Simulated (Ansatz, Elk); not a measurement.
## How far do independent atoms describe NaHI2?

Structure refinements treat a crystal as free atoms side by side. For a made-up structure of NaHI2 (cell and positions from a PBE relaxation) the runs below show what the calculated density changes in F(hkl).

Main program and level: Elk 11.2.3 (patched build); DFT, PBE, all-electron APW+lo, Dirac cores, scalar-relativistic bands, static density, no spin.

The structure was built from a prototype and need not be the compound's stable phase.

## 1. Set-up

Symmetry: C2, No. 5, monoclinic system. The conventional cell has a = 7.592 Å, b = 8.550 Å, c = 4.506 Å, α = 90.00°, β = 107.30°, γ = 90.00°. I has 1 H at 1.92 Å and 3 Na at 3.27 to 3.53 Å nearest. Nearest to Na lie 6 I at 3.27 to 3.53 Å. H has 2 I at 1.92 Å nearest. Farther neighbours and most contacts between anions are not listed.

## 2. Ground state and structure factors

An all-electron density is needed, since X-rays see the cores too. Task 0 finds the density and task 195 Fourier-transforms it; tshift is off so that phases refer to the origin typed.

elk.in

```
tasks
  0
  195

xctype
  20

spinpol
  .false.

rgkmax
  7.0

gmaxvr
  14.0

lmaxo
  7

lmaxapw
  8

swidth
  0.002

tshift
  .false.

ramdisk
  .false.

hmaxvr
  5.5

maxscl
  120

epspot
  1e-06

sppath
  './'

avec
  7.15600607874 -8.07865881539 -0.50535969529
  7.15600607874 8.07865881539 -0.50535969529
  -1.95257227153 0.00000000000 8.28732638963

atoms
  3
  'I.in'
  2
  0.6972929704 0.8413363546 0.0906277120   0.000000 0.000000 0.000000
  0.1586636454 0.3027070296 0.9093722880   0.000000 0.000000 0.000000
  'Na.in'
  1
  0.2380040739 0.7619959261 0.5000000000   0.000000 0.000000 0.000000
  'H.in'
  1
  0.9051393103 0.0948606897 0.0000000000   0.000000 0.000000 0.000000

ngridk
  4 4 5
```

Command:

```
> OMP_NUM_THREADS=4 elk
```

Numbers of over 12 decimals in the logs are rounded to 6 here.

The program printed:

```text
┌─────────────────────────┐
│ Elk code version 11.2.3 │
└─────────────────────────┘

All units are atomic (Hartree, Bohr, etc.)

┌─────────────────────────────────────────────────┐
│ Ground-state run starting from atomic densities │
└─────────────────────────────────────────────────┘

Lattice vectors :
   7.156006079      -8.078658815     -0.5053596953
   7.156006079       8.078658815     -0.5053596953
  -1.952572272       0.000000000       8.287326390

Reciprocal lattice vectors :
  0.4464430979     -0.3888755207      0.1051862051
  0.4464430979      0.3888755207      0.1051862051
  0.5444804206E-01  0.8509138411E-18  0.7709964280

Unit cell volume      :    942.2528633
Brillouin zone volume :   0.2632522788

Muffin-tin inner radius fraction :   0.1000000000E-01

Nuclei treated as point charges

Species : 1 (I)
 parameters loaded from : I.in
 name : iodine
 nuclear charge    :   -53.00000000
 electronic charge :    53.00000000
 atomic mass :    231332.6972
 muffin-tin radius :    2.329516493
 number of radial points in muffin-tin :   1193
 inner part over the whole radius :   0.9879250284E-02
 number on inner part of muffin-tin    :    848
 approximate nuclear radius :   0.9002358621E-04
 number of mesh points to nuclear radius :    434
 atomic positions (lattice), magnetic fields (Cartesian) :
  1 :   0.69729297  0.84133635  0.09062771    0.00000000  0.00000000  0.00000000
  2 :   0.15866365  0.30270703  0.90937229    0.00000000  0.00000000  0.00000000

Species : 2 (Na)
 parameters loaded from : Na.in
 name : sodium
 nuclear charge    :   -11.00000000
 electronic charge :    11.00000000
 atomic mass :    41907.78703
 muffin-tin radius :    2.200000000
 number of radial points in muffin-tin :    793
 inner part over the whole radius :   0.9883648912E-02
 number on inner part of muffin-tin    :    551
 approximate nuclear radius :   0.5574345702E-04
 number of mesh points to nuclear radius :    238
 atomic positions (lattice), magnetic fields (Cartesian) :
  1 :   0.23800407  0.76199593  0.50000000    0.00000000  0.00000000  0.00000000

Species : 3 (H)
 parameters loaded from : H.in
 name : hydrogen
 nuclear charge    :   -1.000000000
 electronic charge :    1.000000000
 atomic mass :    1837.362221
 muffin-tin radius :    1.254355035
 number of radial points in muffin-tin :    393
 inner part over the whole radius :   0.9742276361E-02
 number on inner part of muffin-tin    :    257
 approximate nuclear radius :   0.2766748019E-04
 number of mesh points to nuclear radius :     78
 atomic positions (lattice), magnetic fields (Cartesian) :
  1 :   0.90513931  0.09486069  0.00000000    0.00000000  0.00000000  0.00000000

Total number of atoms per unit cell :    4
Total muffin-tin volume :    158.7741585
 ratio of muffin-tin to unit cell volume :   0.1685048299

Spin treatment :
 spin-unpolarised

Number of Bravais lattice symmetries :    4
Number of crystal symmetries         :    2
Crystal has no inversion symmetry
Complex Hermitian eigensolver will be used

k-point grid :      4     4     5
k-point offset :    0.000000000       0.000000000       0.000000000
k-point set is reduced with full crystal symmetry group
Total number of k-points :       42

Muffin-tin radius times maximum |G+k| :    7.000000000
 using average radius
Maximum |G+k| for APW functions       :    3.451086023
Maximum (1/2)|G+k|²                   :    5.954997370
Maximum |G| for potential and density :    14.00000000
Constant for pseudocharge density :    8
 order of it for each species :   15  15  15
 order of it for pair densities of each species (exact exchange by exxq0 0: 16) :   13  12   3
Radial integration step length :    1

G-vector grid sizes :     49    49    40
Number of G-vectors :    43651

Maximum angular momentum used for
 APW functions            :    8
 outer part of muffin-tin :    7
 inner part of muffin-tin :    2

Total nuclear charge    :   -118.0000000
Total core charge       :    74.00000000
Total valence charge    :    44.00000000
[...]
(states/Hartree/unit cell)

Estimated indirect band gap :   0.1223825551
 from k-point 9 to k-point 1
Estimated direct band gap   :   0.1279554588
 at k-point 1

Charges :
 core                        :    74.00000000
 valence                     :    44.00000000
 interstitial                :    7.286128363
 muffin-tins (core leakage)
  species : 1 (I)
   atom 1                    :    50.06327086     (  0.1001099057E-02)
   atom 2                    :    50.06327086     (  0.1001099057E-02)
  species : 2 (Na)
   atom 1                    :    9.980628853     ( -0.9715865357E-07)
  species : 3 (H)
   atom 1                    :   0.6067010551     (   0.000000000    )
 total in muffin-tins        :    110.7138716
 total calculated charge     :    117.9980008
 total charge                :    118.0000000
 error                       :   0.1999238232E-02

RMS change in Kohn-Sham potential (target) :    59.38029414     (  0.1000000000E-05)
Absolute change in total energy (target)   :    2.557329410     (  0.1000000000E-03)

[... loops 3 to 17 left out ...]

┌──────────────────┐
│ Loop number : 18 │
└──────────────────┘

Energies :
 Fermi                       :     0.54480933547028E-01
 sum of occupied eigenvalues :     -8770.2815939225
 electron kinetic            :      15254.044640526
 core electron kinetic       :      14824.142482900
 Coulomb                     :     -29277.227086342
 Coulomb potential           :     -23531.038780276
 nuclear-nuclear             :     -1098.2410115645
 electron-nuclear            :     -32838.371660936
 Hartree                     :      4659.3855861586
 Madelung                    :     -17511.707696204
 xc potential                :     -493.28745417226
 exchange                    :     -371.90736952257
 correlation                 :     -6.140483
 electron entropic           :    -0.45235432540023E-11
 total energy                :     -14401.230298247

Density of states at Fermi energy :   0.4983569342E-07
 (states/Hartree/unit cell)

Estimated indirect band gap :   0.1117921434
 from k-point 9 to k-point 1
Estimated direct band gap   :   0.1175131002
 at k-point 1

Charges :
 core                        :    74.00000000
 valence                     :    44.00000000
 interstitial                :    7.295608366
 muffin-tins (core leakage)
  species : 1 (I)
[...]
species : 2 (Na)
[...]
species : 3 (H)
   atom 1                    :   0.5726690042     (   0.000000000    )
 total in muffin-tins        :    110.7043916
 total calculated charge     :    117.9980188
 total charge                :    118.0000000
 error                       :   0.1981170044E-02

RMS change in Kohn-Sham potential (target) :   0.8249375485E-06 (  0.1000000000E-05)
Absolute change in total energy (target)   :   0.1079239155E-05 (  0.1000000000E-03)

Convergence targets achieved

┌──────────────────┐
│ Loop number : 19 │
└──────────────────┘

Energies :
 Fermi                       :     0.54480933107313E-01
 sum of occupied eigenvalues :     -8770.2815939289
 electron kinetic            :      15254.044640473
 core electron kinetic       :      14824.142482847
 Coulomb                     :     -29277.227086270
 Coulomb potential           :     -23531.038780213
 nuclear-nuclear             :     -1098.2410115645
 electron-nuclear            :     -32838.371660847
 Hartree                     :      4659.3855861417
 Madelung                    :     -17511.707696163
 xc potential                :     -493.28745418926
 exchange                    :     -371.90736952043
 correlation                 :     -6.140483
 electron entropic           :    -0.45235432540024E-11
 total energy                :     -14401.230298225

Density of states at Fermi energy :   0.4983569346E-07
 (states/Hartree/unit cell)

Estimated indirect band gap :   0.1117921430
 from k-point 9 to k-point 1
Estimated direct band gap   :   0.1175130998
 at k-point 1

Charges :
 core                        :    74.00000000
 valence                     :    44.00000000
 interstitial                :    7.295608365
 muffin-tins (core leakage)
  species : 1 (I)
   atom 1                    :    50.07037383     (  0.9918476520E-03)
   atom 2                    :    50.07037383     (  0.9918476520E-03)
  species : 2 (Na)
   atom 1                    :    9.990974972     ( -0.9715865446E-07)
  species : 3 (H)
   atom 1                    :   0.5726690044     (   0.000000000    )
 total in muffin-tins        :    110.7043916
 total calculated charge     :    117.9980188
 total charge                :    118.0000000
 error                       :   0.1981170043E-02

┌──────────────────────────────┐
│ Self-consistent loop stopped │
└──────────────────────────────┘

Warning : core states of species 1 leak from the muffin-tin :   0.9918476520E-03

Wrote STATE.OUT
```

Run time: 3.2 min. Hardware: 4 threads of Arm Neoverse N1, shared host; peak memory 0.22 GiB.

SFACRHO.OUT:

```text

h k l indices transformed by vhmat matrix:
   1.000000000       0.000000000       0.000000000    
   0.000000000       1.000000000       0.000000000    
   0.000000000       0.000000000       1.000000000    

      h      k      l  multipl.   |H|            Re(F)            Im(F)           |F|

      0      0      0      1   0.0000000       118.00000      0.36786337E-15   118.00000    
      0      1      0      2  0.60133165       12.275921      -4.0712980       12.933434    
      1      0      0      2  0.60133165       12.275921       4.0712980       12.933434    
      0      0      1      2  0.77291661       72.428462     -0.52795416E-14   72.428462    
     -1      1      0      1  0.77775104       50.358491       74.974360       90.316844    
      1     -1      0      1  0.77775104       50.358491      -74.974360       90.316844    
      0     -1      1      2  0.86497835      -36.897880       8.2690735       37.813108    
     -1      0      1      2  0.86497835      -36.897880      -8.2690735       37.813108    
     -1     -1      0      2  0.91733435      -80.863314      0.27559799E-13   80.863314    
      1      1     -1      2   1.0086019      -95.036278     -0.84203478E-13   95.036278    
      0     -1     -1      2   1.0815785       51.248673      -34.089336       61.550867    
      0      1      1      2   1.0815785       51.248673       34.089336       61.550867    
      1     -1     -1      2   1.0964929       55.402207      -61.083835       82.465990    
     -1      1     -1      2   1.0964929       55.402207       61.083835       82.465990    
      2      0      0      2   1.2026633      -60.600391       67.413618       90.647688    
      0      2      0      2   1.2026633      -60.600391      -67.413618       90.647688    
     -2      1      0      2   1.2535522      0.27726145       18.964570       18.966597    
      1     -2      0      2   1.2535522      0.27726145      -18.964570       18.966597
```

Elk indexes on the primitive cell of elk.in and gives |H| = 4π sin θ/λ in inverse bohr. Below, one row stands for each form hkl of the conventional cell (m members, Friedel mates merged), F is for one primitive cell and the density is static (no thermal factor). Free-atom factors are Waasmaier and Kirfel's, and R is Σm||F|−|F'||/Σm|F|.

| hkl | m | sin θ/λ (Å⁻¹) | abs F, DFT | neutral atoms | diff. | abs of complex diff. |
| --- | --- | --- | --- | --- | --- | --- |
| 110 | 4 | 0.090 | 12.933 | 12.958 | -0.024 | 0.075 |
| 001 | 2 | 0.116 | 72.428 | 72.193 | +0.236 | 0.236 |
| 020 | 2 | 0.117 | 90.317 | 90.062 | +0.255 | 0.257 |
| 1 1 -1 | 4 | 0.130 | 37.813 | 37.708 | +0.106 | 0.132 |
| 200 | 2 | 0.138 | 80.863 | 80.492 | +0.371 | 0.371 |
| 2 0 -1 | 2 | 0.152 | 95.036 | 94.717 | +0.320 | 0.320 |
| 111 | 4 | 0.163 | 61.551 | 61.540 | +0.010 | 0.066 |
| 021 | 4 | 0.165 | 82.466 | 82.454 | +0.012 | 0.032 |
| 220 | 4 | 0.181 | 90.648 | 90.584 | +0.063 | 0.069 |
| 130 | 4 | 0.189 | 18.967 | 18.982 | -0.016 | 0.088 |
| 2 2 -1 | 4 | 0.192 | 74.875 | 74.802 | +0.073 | 0.107 |
| 201 | 2 | 0.205 | 65.478 | 65.608 | -0.130 | 0.130 |
| 1 3 -1 | 4 | 0.210 | 43.134 | 43.246 | -0.112 | 0.113 |
| 3 1 -1 | 4 | 0.213 | 21.842 | 21.758 | +0.084 | 0.084 |
| 310 | 4 | 0.215 | 32.855 | 32.904 | -0.049 | 0.088 |
| 1 1 -2 | 4 | 0.230 | 71.721 | 71.833 | -0.112 | 0.116 |
| 131 | 4 | 0.232 | 44.769 | 44.774 | -0.005 | 0.006 |
| 2 0 -2 | 2 | 0.232 | 42.154 | 42.127 | +0.027 | 0.027 |

## 3. The highest occupied states alone

An energy window below the Fermi level keeps the highest occupied states, to see at which angles they scatter; shallow core shells can lie inside it and anion s states outside. No new self-consistency is needed.

Edit elk.in of step 2 so:

```diff
@@ -1,3 +1,2 @@
 tasks
-  0
   195
@@ -40,2 +39,5 @@
 
+wsfac
+  -0.496760 0.354480
+
 sppath
```

Command:

```
> OMP_NUM_THREADS=4 elk
```

The program printed:

```text
┌─────────────────────────────────┐
│ Elk code version 11.2.3 started │
└─────────────────────────────────┘

Info(readinput): the functional depends on the density's gradient
 muffin-tin radial points multiplied by    2.00000
 (not where nrmtscf is given)

┌────────────────────┐
│ Current task : 195 │
└────────────────────┘
Info(checkmt): changed muffin-tin radius of species 1 (I) from   2.6000 to   2.3295
Info(checkmt): changed muffin-tin radius of species 3 (H) from   1.4000 to   1.2544

Info(sfacrho): density structure factors written to SFACRHO.OUT

 Energy window :  -0.4967600000      0.3544800000

┌──────────────────┐
│ Elk code stopped │
└──────────────────┘
```

Run time: 22 s. Hardware: 4 threads; peak memory 0.19 GiB.

States within 15 eV below the Fermi level hold 16.00 electrons; any levels below the window count with the cores. Their amplitudes can exceed the total, where window and core parts have opposite phase:

| hkl | sin θ/λ (Å⁻¹) | abs F, window | abs F, all |
| --- | --- | --- | --- |
| 110 | 0.090 | 1.911 | 12.933 |
| 001 | 0.116 | 7.140 | 72.428 |
| 020 | 0.117 | 8.289 | 90.317 |
| 1 1 -1 | 0.130 | 2.149 | 37.813 |
| 200 | 0.138 | 5.213 | 80.863 |
| 2 0 -1 | 0.152 | 4.185 | 95.036 |
| 111 | 0.163 | 3.149 | 61.551 |
| 021 | 0.165 | 3.818 | 82.466 |
| 220 | 0.181 | 2.341 | 90.648 |
| 130 | 0.189 | 0.778 | 18.967 |

(Continued in part 2 of 2.)

[Logs are printed without paths, hosts, clocks, repeated set-up lines and the standing remarks that a program may print on its own settings, such as how far it seeks lower states.]

[Hosts, paths, dates, database ids (printed as entryN), source tags and the programs' standing remarks are cut or masked in the printed files.]
